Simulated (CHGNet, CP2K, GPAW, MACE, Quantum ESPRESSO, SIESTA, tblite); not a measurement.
## GPAW runs on generalised stacking fault on (111) (glide set) of a Ge-Si solid solution (72 atoms)

How do the settings of GPAW change the result for generalised stacking fault on (111) (glide set) of a Ge-Si solid solution (72 atoms)? A plane-wave run serves as the yardstick.

Calculated with GPAW 26.7.0; the method is named at each step.

## (1) Starting point

The cell holds 72 atoms: 51 Ge and 21 Si. Its edges and angles: a = 6.849 Å, b = 11.862 Å, c = 19.778 Å, α = 90.0°, β = 81.7°, γ = 90.0°. Diamond-structure Ge lattice (a = 5.5919 Å, the value set for the mixture), cell with z along [111], 1 x 3 x 2 periods; the third cell vector is tilted by 0.417 of 1/2[11-2] and lengthened by 0.2 Å, so the cell holds one fault (glide set); displaced by a Gaussian of 0.01 Å; 21 of 72 Ge sites given to Si at random (lattice constant by Vegard's rule between Ge and Si). Then every atom was moved at random, 0.05 Å r.m.s. a Cartesian component. The structure's axis is c.

The yardstick, on the same geometry:

```
method                 : Kohn-Sham DFT, PBE, SSSP efficiency 1.3.0 pseudopotentials, plane waves (Quantum ESPRESSO 7.5); sssp-pbe-1.3.0-efficiency, cutoffs 45/360 Ry, Γ point
r.m.s. force component : 1.899 eV/Å
longest force          : 9.401 eV/Å
pressure               : 4.783 GPa
time                   : 7.7 min on 2 MPI ranks of Arm Neoverse V1, shared host
CPU time               : 15 min
```

## (2) PBE, LCAO dzp, h 0.2 Å

Method: Kohn-Sham DFT, PBE, PAW, atomic orbitals (dzp).

run.py

```python
import numpy as np
from ase.io import read
from gpaw import GPAW, FermiDirac

atoms = read("structure.xyz")
atoms.calc = GPAW(
    mode="lcao",
    basis="dzp",
    h=0.2,
    xc="PBE",
    kpts={"size": (1, 1, 1), "gamma": True},
    occupations=FermiDirac(0.05),
    maxiter=200,
    symmetry={"point_group": False},
    txt="gpaw.txt",
)
energy = atoms.get_potential_energy(force_consistent=True)
forces = atoms.get_forces()
print(f"energy {energy:.6f} eV")
print("forces (eV/A)")
for i, (a, f) in enumerate(zip(atoms, forces)):
    print(f"{i:4d} {a.symbol:2s} {f[0]:10.5f} {f[1]:10.5f} {f[2]:10.5f}")
print(f"Fermi level {atoms.calc.get_fermi_level():.4f} eV")
for k in range(len(atoms.calc.get_ibz_k_points())):
    for s in range(atoms.calc.get_number_of_spins()):
        e = atoms.calc.get_eigenvalues(kpt=k, spin=s)
        n = np.searchsorted(e, atoms.calc.get_fermi_level())
        print(f"k {k} spin {s} levels about the Fermi level:", np.round(e[max(n - 6, 0):n], 4).tolist(), "|", np.round(e[n:n + 6], 4).tolist())
```

structure.xyz

```xyz
72
Lattice="6.84865 0.00000 0.00000 0.00000 11.86221 0.00000 2.85363 0.00000 19.57091" Properties=species:S:1:pos:R:3 pbc="T T T"
Ge 3.38549 1.95667 0.41471
Ge 3.42123 1.97387 2.82467
Ge 5.74280 1.93496 3.60261
Si 5.75039 1.92085 5.94721
Si 6.79465 11.77360 0.32155
Ge 6.80953 0.00344 2.81293
Si 2.22704 11.82840 3.60398
Ge 2.29762 0.01613 6.03117
Ge 4.56418 11.81939 6.89307
Si 4.60060 0.02017 9.34335
Si 3.39316 5.95530 0.39220
Si 3.34200 5.85661 2.90550
Ge 5.69199 5.87844 3.67170
Ge 5.68732 5.95459 6.00788
Si 6.78030 3.97823 0.46403
Ge 6.86382 3.99543 2.81469
Ge 2.29226 3.98226 3.68677
Si 2.35079 3.90599 6.01629
Ge 4.51166 3.93529 6.75079
Si 4.51633 3.91299 9.30558
Ge 1.27038 1.90175 6.95922
Ge 8.02297 2.00792 9.28111
Si 3.43242 2.01147 10.14321
Si 3.50130 1.96403 12.53810
Ge 5.60169 2.04647 13.25988
Si 5.67572 1.94552 15.73795
Ge 6.85714 0.02515 10.13088
Ge 6.84776 0.00902 12.57431
Si 2.17284 11.82994 13.36693
Ge 2.30429 11.82710 15.71701
Ge 4.49744 0.05457 16.53761
Si 4.53204 0.06655 18.96460
Ge 3.41361 9.96271 0.44974
Si 3.49389 9.78371 2.82467
Ge 5.69812 9.82701 3.64841
Ge 5.69183 9.82108 6.04115
Ge 6.81640 7.85492 0.36500
Ge 6.75705 7.90782 2.86773
Ge 2.19880 8.02882 3.60007
Ge 2.28567 8.00035 6.04174
Ge 4.45949 7.88386 6.86880
Ge 4.54762 7.99288 9.28953
Ge 1.14926 5.93727 6.74335
Ge 8.04226 5.90513 9.29501
Ge 3.38104 6.00726 10.08489
Ge 3.38591 5.89433 12.55552
Ge 5.68205 5.88022 13.44933
Ge 5.62627 5.93834 15.66651
Si 6.90194 3.99152 10.09291
Si 6.95743 3.95937 12.58429
Ge 2.32190 3.95047 13.24598
Ge 9.06657 3.90433 15.71642
Ge 4.47201 3.99519 16.57734
Ge 4.64238 3.90385 18.95717
Ge 8.07129 1.92358 16.53116
Ge 7.98097 1.91373 19.03897
[... 12 atom lines left out ...]
Si 8.01556 5.98567 16.51765
Si 8.05786 5.94285 18.98574
Ge 7.98704 9.82488 16.46344
Si 7.97269 9.95643 18.97791
```

Started as:

```
> OMP_NUM_THREADS=1 python run.py > output.txt
```

What it wrote:

```text
energy -311.096826 eV
forces (eV/A)
   0 Ge   -8.87191    0.03060    3.24325
   1 Ge   -0.06251   -0.40365    0.46887
   2 Ge   -0.68435    1.01936   -0.16340
   3 Si    0.45591    0.25075    1.44146
   4 Si   -6.93899   -0.35588    2.94295
   5 Ge    0.84852   -1.16741   -1.08749
   6 Si    0.67190   -0.54335   -0.31217
   7 Ge    0.50182   -1.35217   -0.68299
   8 Ge    0.26023    0.53055    0.12053
   9 Si   -0.00204    0.87224   -0.34952
  10 Si   -4.89360   -0.14869    2.09558
  11 Si    1.20076    2.14702   -1.20879
  12 Ge   -1.49417    0.62795   -1.01905
  13 Ge    0.01059   -0.33006    0.98040
  14 Si   -3.98563    0.12123    0.07823
  15 Ge    0.51455   -0.85888    0.09957
  16 Ge   -0.74911   -1.18459   -0.29961
  17 Si   -1.28090    0.04786    0.49528
  18 Ge    1.22744   -0.59404    1.16241
  19 Si    1.15138    0.78934   -0.39621
  20 Ge   -1.53955    1.55646   -1.66709
  21 Ge    0.41607    0.15946    1.43027
  22 Si    0.03590   -0.70451    0.18257
  23 Si   -2.57239   -0.74934   -0.87396
[...]
64 Ge   -1.18012    0.51493    0.31256
  65 Ge    1.82178   -1.26566   -0.86177
  66 Ge   -0.11323   -0.25136   -1.00920
  67 Si    9.44550    0.40807   -3.16188
  68 Si   -1.40898   -1.23536    0.77060
  69 Si    4.65355   -0.17416   -1.82495
  70 Ge   -0.88265    1.84887    1.84352
  71 Si    7.38202   -0.24724   -3.63081
Fermi level 6.3105 eV
k 0 spin 0 levels about the Fermi level: [5.2901, 5.3722, 5.5834, 5.6627, 5.7519, 6.2531] | [6.3971, 6.4327, 6.5744, 6.5824, 6.6637, 6.7182]
```

gpaw.txt:

```text
Input parameters:
  mode=LCAO(),
  basis={'default': 'dzp'},
  h=0.2,
  kpts=MonkhorstPack(size=(1, 1, 1), gamma=True),
  maxiter=200,
  occupations=Occupations(name='fermi-dirac', width=0.05, fixmagmom=False),
  symmetry=Symmetry(point_group=False),
  xc=XC(name='PBE')
Unit cell  # Å
| periodic |        x |         y |         z |   lengths |    angles |
|----------|----------|-----------|-----------|-----------|-----------|
|      yes | 6.848650 |  0.000000 |  0.000000 |  6.848650 | 90.000000 |
|      yes | 0.000000 | 11.862210 |  0.000000 | 11.862210 | 81.704177 |
|      yes | 2.853630 |  0.000000 | 19.570910 | 19.777859 | 90.000000 |
Number of symmetries: 1
Symmetry operations  # r_c * U_cc + t_c -> r_c
|   | kind |            matrix            |
|---|------|------------------------------|
| 0 |  E   |  1, 0, 0,  0, 1, 0,  0, 0, 1 |
BZ-sampling:
  Number of BZ points: 1
  Number of IBZ points: 1
  Monkhorst-Pack size: [1, 1, 1]
  Monkhorst-Pack shift: [0, 0, 0]
[... lines left out ...]
  Fermi-Dirac:
[... lines left out ...]
xc functional:
  name: PBE with 2 nearest neighbor stencil
interpolation: tri-quintic # 5. degree polynomial
Initialization done in: 10.122 s
convergence criteria:
- Maximum [total energy] change in last 3 cyles: 0.0005 eV / valence electron
- Maximum integral of absolute [dens]ity change: 0.0001 electrons / valence electron
- Maximum integral of absolute [eigenst]ate change: 4e-08 eV^2 / valence electron
maximum number of iterations: 200
SCF iterations
|iter     |      energy | eigst |  dens |
|---------|-------------|-------|-------|
|iter:   1| -311.449592 |      c|       |
|iter:   2| -311.349407 |      c| -0.97 |
|iter:   3| -446.012711 |      c| -0.99 |
|iter:   4|-1086.910222 |      c| -0.49 |
|iter:   5| -313.174797 |      c| -0.16 |
[...]
|iter:  10| -311.152547 |      c| -1.72 |
|iter:  11| -311.053698 |      c| -1.95 |
|iter:  12| -311.037385c|      c| -2.30 |
|iter:  13| -311.033396c|      c| -2.52 |
|iter:  14| -311.031417c|      c| -2.75 |
[...]
|iter:  18| -311.030772c|      c| -3.54 |
|iter:  19| -311.030544c|      c| -3.68 |
|iter:  20| -311.030558c|      c| -4.03c|
Converged in 20 steps
SCF loop duration: 258.756 s (12.938 s/step)
Energy contributions relative to reference atoms: (reference = -3077592.759732)
Energy contributions:
  Kinetic:        1116.300923
  Coulomb:        -984.418863
  Zero:              0.472407
  External:          0.000000
  Xc:             -443.318758
  Entropy:          -0.132535
  Spinorbit:         0.000000
  ----------------------------
  Free energy:    -311.096826
  Extrapolated:   -311.030558
dipole moment: (58.049248, -90.582610, -58.790819)  # |e|*Ang
Fermi level: 6.310
Eigenvalues  # (at kpt = [0.000, 0.000, 0.000])
| band index |      eig [eV] | occ [0-2] |
|------------|---------------|-----------|
|          0 |        -7.009 |     2.000 |
|        ... |               |           |
|        136 |         4.831 |     2.000 |
|        137 |         5.064 |     2.000 |
[...]
|        151 |         6.874 |     0.000 |
|        ... |               |           |
|        176 |         8.297 |     0.000 |
Gap: 0.144 eV
Transition (v -> c):
  (s=0, k=0, n=143, [0.00, 0.00, 0.00]) -> (s=0, k=0, n=144, [0.00, 0.00, 0.00])
No difference between direct/indirect transitions
Force computation time: 28.189  # s
timing:  # [seconds]
  Total:  297.093  # ━━━━━━━━━━━━━━━━━━━━━━━━━━━━━━━━━━━━━━━━━━━━━━━━━━━━━━━━
  Init:    10.121  # ━━
  SCF:    258.756  # ━━━━━━━━━━━━━━━━━━━━━━━━━━━━━━━━━━━━━━━━━━━━━━━━━
  Forces:  28.189  # ━━━━━╸
```

The job ended after 5 min (1 thread of Arm Neoverse V1, shared host; peak memory 1.5 GiB).

Banners, paths, timers and routine set-up lines are dropped from the logs unmarked, and long logs keep their key lines alone; longer cuts are marked.

Against the reference:

| Quantity | Value |
| --- | --- |
| r.m.s. force component | 2.054 eV/Å |
| r.m.s. difference of force components | 160 meV/Å |
| longest difference of force vectors | 882 meV/Å |
| force difference over r.m.s. force | 8.424 % |
| slope of forces against the reference's | 1.081 |
| correlation of force components | 0.9998 |

Length of the force difference by element (eV/Å):

| element | atoms | mean | most |
| --- | --- | --- | --- |
| Ge | 51 | 0.18 | 0.88 |
| Si | 21 | 0.24 | 0.86 |

Local excerpt of 9 atoms (numbers count through the whole input) about Ge71, picked at random; x, y, z are measured from there.

| atom | x | y | z | distance (Å) | bonds | Fx | Fy | Fz (eV/Å) |
| --- | --- | --- | --- | --- | --- | --- | --- | --- |
| Ge71 | 0.00 | 0.00 | 0.00 | 0.00 | 4 | -0.88 | 1.85 | 1.84 |
| Ge66 | 1.05 | -1.89 | -0.66 | 2.26 | 4 | 1.82 | -1.27 | -0.86 |
| Ge62 | -2.24 | 0.17 | -0.77 | 2.37 | 4 | -0.36 | -0.32 | 2.56 |
| Ge30 | 1.17 | 2.00 | -0.75 | 2.43 | 4 | -0.16 | -0.51 | -0.22 |
| Si72 | -0.01 | 0.13 | 2.51 | 2.52 | 3 | 7.38 | -0.25 | -3.63 |
| Ge61 | -2.22 | 0.04 | -3.00 | 3.73 | 4 | -1.35 | 0.46 | -2.85 |
| Si29 | 1.03 | 2.01 | -3.10 | 3.83 | 3 | 1.50 | 0.89 | -0.68 |
| Ge67 | 3.38 | -1.81 | 0.15 | 3.84 | 4 | -0.11 | -0.25 | -1.01 |
| Si69 | 0.03 | -3.84 | 0.05 | 3.84 | 3 | -1.41 | -1.24 | 0.77 |

Atoms are counted from 1 here, from 0 in the log.

Forces lie 8.4 % from the reference's, at 0.32 times its CPU time (on 1 against 2 cores).

## (3) PBE, LCAO sz(dzp), h 0.2 Å

Method: Kohn-Sham DFT, PBE, PAW, atomic orbitals (sz(dzp)).

Edit run.py of step 2 so:

```diff
@@ -7,3 +7,3 @@
     mode="lcao",
-    basis="dzp",
+    basis="sz(dzp)",
     h=0.2,
```

structure.xyz is that of step 2.

What it wrote:

```text
energy -282.110583 eV
forces (eV/A)
   0 Ge   -9.88260    0.06952    3.57335
   1 Ge    0.10890   -0.19015    0.39937
   2 Ge   -0.77596    1.22601   -0.43637
   3 Si    0.70380    0.30542    1.75734
   4 Si   -8.73569   -0.40652    3.97515
   5 Ge    0.66403   -1.42321   -1.22759
   6 Si    0.66682   -0.52118   -0.19471
   7 Ge    0.59964   -1.64028   -0.52623
   8 Ge    0.16612    0.39254    0.03584
   9 Si    0.10184    0.91786   -0.56934
  10 Si   -6.69137   -0.14487    2.72923
  11 Si    1.36973    2.68426   -1.31495
[...]
67 Si   11.02092    0.58922   -3.41647
  68 Si   -1.73743   -1.54800    0.79686
  69 Si    6.23508   -0.12962   -2.48678
  70 Ge   -1.00959    2.13347    2.04544
  71 Si    8.60250   -0.45486   -4.39826
Fermi level 6.1893 eV
k 0 spin 0 levels about the Fermi level: [5.1273, 5.2347, 5.4531, 5.5426, 5.6302, 6.148] | [6.2326, 6.4439, 6.4874, 6.6586, 6.7962, 6.8736]
```

gpaw.txt:

```text
Input parameters:
  mode=LCAO(),
  basis={'default': 'sz(dzp)'},
  h=0.2,
  kpts=MonkhorstPack(size=(1, 1, 1), gamma=True),
  maxiter=200,
  occupations=Occupations(name='fermi-dirac', width=0.05, fixmagmom=False),
  symmetry=Symmetry(point_group=False),
  xc=XC(name='PBE')
[... lines left out ...]
  Fermi-Dirac:
[... lines left out ...]
convergence criteria:
- Maximum [total energy] change in last 3 cyles: 0.0005 eV / valence electron
[... lines left out ...]
Converged in 18 steps
[... lines left out ...]
  Free energy:    -282.110583
[... lines left out ...]
Fermi level: 6.189
[... lines left out ...]
|          0 |        -7.357 |     2.000 |
|        ... |               |           |
|        136 |         4.641 |     2.000 |
|        137 |         4.876 |     2.000 |
[...]
|        151 |         6.931 |     0.000 |
|        ... |               |           |
|        176 |         8.769 |     0.000 |
Gap: 0.085 eV
Transition (v -> c):
  (s=0, k=0, n=143, [0.00, 0.00, 0.00]) -> (s=0, k=0, n=144, [0.00, 0.00, 0.00])
No difference between direct/indirect transitions
Force computation time: 6.001  # s
timing:  # [seconds]
  Total:  81.959  # ━━━━━━━━━━━━━━━━━━━━━━━━━━━━━━━━━━━━━━━━━━━━━━━━━━━━━━━━━
  Init:    8.228  # ━━━━━╸
  SCF:    67.704  # ━━━━━━━━━━━━━━━━━━━━━━━━━━━━━━━━━━━━━━━━━━━━━━━
  Forces:  6.001  # ━━━━
```

Wall time 83 s (1 thread); peak memory 1.1 GiB.

Compared with the plane-wave run:

| Property | Result |
| --- | --- |
| r.m.s. force component | 2.44 eV/Å |
| r.m.s. difference of force components | 576.4 meV/Å |
| longest difference of force vectors | 2640 meV/Å |
| force difference over r.m.s. force | 30.35 % |
| slope of forces against the reference's | 1.28 |
| correlation of force components | 0.9958 |

This is a coarse setting, run to see what it loses.

Against the first run (8.4 %), the force difference from the reference is 30 %, at 0.28 times the CPU time, with 288 basis functions against 936: the smaller basis costs accuracy.

## (4) PBE, LCAO dzp, h 0.2 Å, other mixer settings

Method: Kohn-Sham DFT, PBE, PAW, atomic orbitals (dzp).

Edit run.py of step 3 so:

```diff
@@ -2,3 +2,3 @@
 from ase.io import read
-from gpaw import GPAW, FermiDirac
+from gpaw import GPAW, FermiDirac, Mixer
 
@@ -7,3 +7,3 @@
     mode="lcao",
-    basis="sz(dzp)",
+    basis="dzp",
     h=0.2,
@@ -12,2 +12,3 @@
     occupations=FermiDirac(0.05),
+    mixer=Mixer(0.03, 7, 100),
     maxiter=200,
```

structure.xyz is that of step 3.

What it wrote:

```text
energy -311.096823 eV
forces (eV/A)
   0 Ge   -8.87634    0.03082    3.24344
   1 Ge   -0.06238   -0.40404    0.46985
   2 Ge   -0.68450    1.01836   -0.15971
   3 Si    0.45626    0.25024    1.44148
   4 Si   -6.93898   -0.35575    2.94130
   5 Ge    0.85123   -1.16671   -1.08797
[...]
69 Si    4.65491   -0.17416   -1.82561
  70 Ge   -0.88390    1.84968    1.84358
  71 Si    7.38450   -0.24826   -3.63249
Fermi level 6.3104 eV
k 0 spin 0 levels about the Fermi level: [5.29, 5.3721, 5.5833, 5.6627, 5.7518, 6.253] | [6.397, 6.4326, 6.5744, 6.5822, 6.6638, 6.718]
```

gpaw.txt:

```text
Input parameters:
  mode=LCAO(),
  basis={'default': 'dzp'},
  h=0.2,
  kpts=MonkhorstPack(size=(1, 1, 1), gamma=True),
  maxiter=200,
[... lines left out ...]
  occupations=Occupations(name='fermi-dirac', width=0.05, fixmagmom=False),
[... lines left out ...]
  Fermi-Dirac:
[... lines left out ...]
convergence criteria:
- Maximum [total energy] change in last 3 cyles: 0.0005 eV / valence electron
[... lines left out ...]
Converged in 22 steps
[... lines left out ...]
  Free energy:    -311.096823
[... lines left out ...]
Fermi level: 6.310
[... lines left out ...]
|        ... |               |           |
|        176 |         8.297 |     0.000 |
Gap: 0.144 eV
Transition (v -> c):
  (s=0, k=0, n=143, [0.00, 0.00, 0.00]) -> (s=0, k=0, n=144, [0.00, 0.00, 0.00])
No difference between direct/indirect transitions
Force computation time: 28.650  # s
timing:  # [seconds]
  Total:  322.711  # ━━━━━━━━━━━━━━━━━━━━━━━━━━━━━━━━━━━━━━━━━━━━━━━━━━━━━━━━
  Init:    11.582  # ━━
  SCF:    282.454  # ━━━━━━━━━━━━━━━━━━━━━━━━━━━━━━━━━━━━━━━━━━━━━━━━━
  Forces:  28.650  # ━━━━━
```

Run time: 5.4 min. Hardware: 1 thread; peak memory 1.4 GiB.

Compared with the plane-wave run:

| Quantity | Value |
| --- | --- |
| r.m.s. force component | 2.054 eV/Å |
| r.m.s. difference of force components | 160.4 meV/Å |
| longest difference of force vectors | 882.2 meV/Å |
| force difference over r.m.s. force | 8.449 % |
| slope of forces against the reference's | 1.082 |
| correlation of force components | 0.9998 |
| energy less the same-level run's | 0 meV/atom |
| r.m.s. force difference from the same-level run | 1.151 meV/Å |

Against the first run (8.4 %), the force difference from the reference is 8.4 %, at 1.1 times the CPU time: another solver or mixer reaches the same state.

## (5) Side by side

Differences are against the plane-wave reference, forces as r.m.s. over components; share is that over the reference's r.m.s. force, slope the least-squares factor from reference forces to these. Total energies of different programs have different zeros and aren't compared.

| run | Δ force, r.m.s. (meV/Å) | share (%) | slope | cores | CPU time | memory (GiB) |
| --- | --- | --- | --- | --- | --- | --- |
| reference | - | - | - | 2 | 15 min | 4.2 |
| GPAW PBE, LCAO dzp, h 0.2 Å | 160 | 8.42 | 1.081 | 1 | 5 min | 1.5 |
| GPAW PBE, LCAO sz(dzp), h 0.2 Å (coarse) | 576 | 30.4 | 1.280 | 1 | 83 s | 1.1 |
| GPAW PBE, LCAO dzp, h 0.2 Å, other mixer settings | 160 | 8.45 | 1.082 | 1 | 5.4 min | 1.4 |

Rows marked coarse were listed beforehand as settings not expected to be converged; some can still land near the reference.

CPU time is summed over cores on a shared host, where runs went side by side, so it is rough. Symmetry, cutoffs, thresholds, outputs and thread counts weren't matched or tuned between programs; memory under MPI is the largest rank's times the ranks.

Within one program, basis, potentials and functional, energies share a zero. Each run against its twin at the usual cutoff or grid and solver:

| run | twin | Δ energy (meV/atom) | Δ force, r.m.s. (meV/Å) | CPU time over the twin's |
| --- | --- | --- | --- | --- |
| GPAW PBE, LCAO dzp, h 0.2 Å, other mixer settings | LCAO dzp, h 0.2 Å | 0 | 1.15 | 1.1 |

## (6) What came out

- nearest in forces: a tie at 8.4 % of 2 runs: GPAW PBE, LCAO dzp, h 0.2 Å; GPAW PBE, LCAO dzp, h 0.2 Å, other mixer settings

The PBE runs in local orbitals, coarse settings apart, differ by 8.4 % in each run; basis, grid and potentials can all enter. Runs with settings chosen to be coarse differ by 30 % (GPAW PBE, LCAO sz(dzp), h 0.2 Å), their programs' other errors included. Of the electronic-structure runs that take under half the reference's CPU time, GPAW PBE, LCAO dzp, h 0.2 Å is among the nearest, at 8.4 % in 5 min against 15 min. GPAW PBE, LCAO sz(dzp), h 0.2 Å stiffens the forces by a factor of 1.28 while following their directions (correlation 0.996); the slopes of the 3 GPAW runs lie between 1.08 and 1.28. The potentials hold different valence shells: 798 electrons in the reference, 288 in GPAW; this bears on time and differences. GPAW's setups keep the filled d shell of Ge in the core. The reference's stress is far from hydrostatic: its diagonal is 3.1, 8.3, 3.0 GPa, compression counted positive. The host structure and its lattice constant were typed by rule, without a check against the phase diagram. The reference's pressure of 4.8 GPa belongs to a cell and atoms that aren't relaxed at this level. The electronic-structure runs sample only Γ, in a cell whose shortest periodic width is 7 Å, which is coarse for a cell with partly filled levels.

[Also dropped from logs without a mark: logging warnings of Python, and SIESTA's first energy breakdown and zero terms.]

[Logs are printed without paths, hosts, clocks, repeated set-up lines and the standing remarks that a program may print on its own settings, such as how far it seeks lower states.]

[Hosts, paths, dates, database ids (printed as entryN), source tags and the programs' standing remarks are cut or masked in the printed files.]
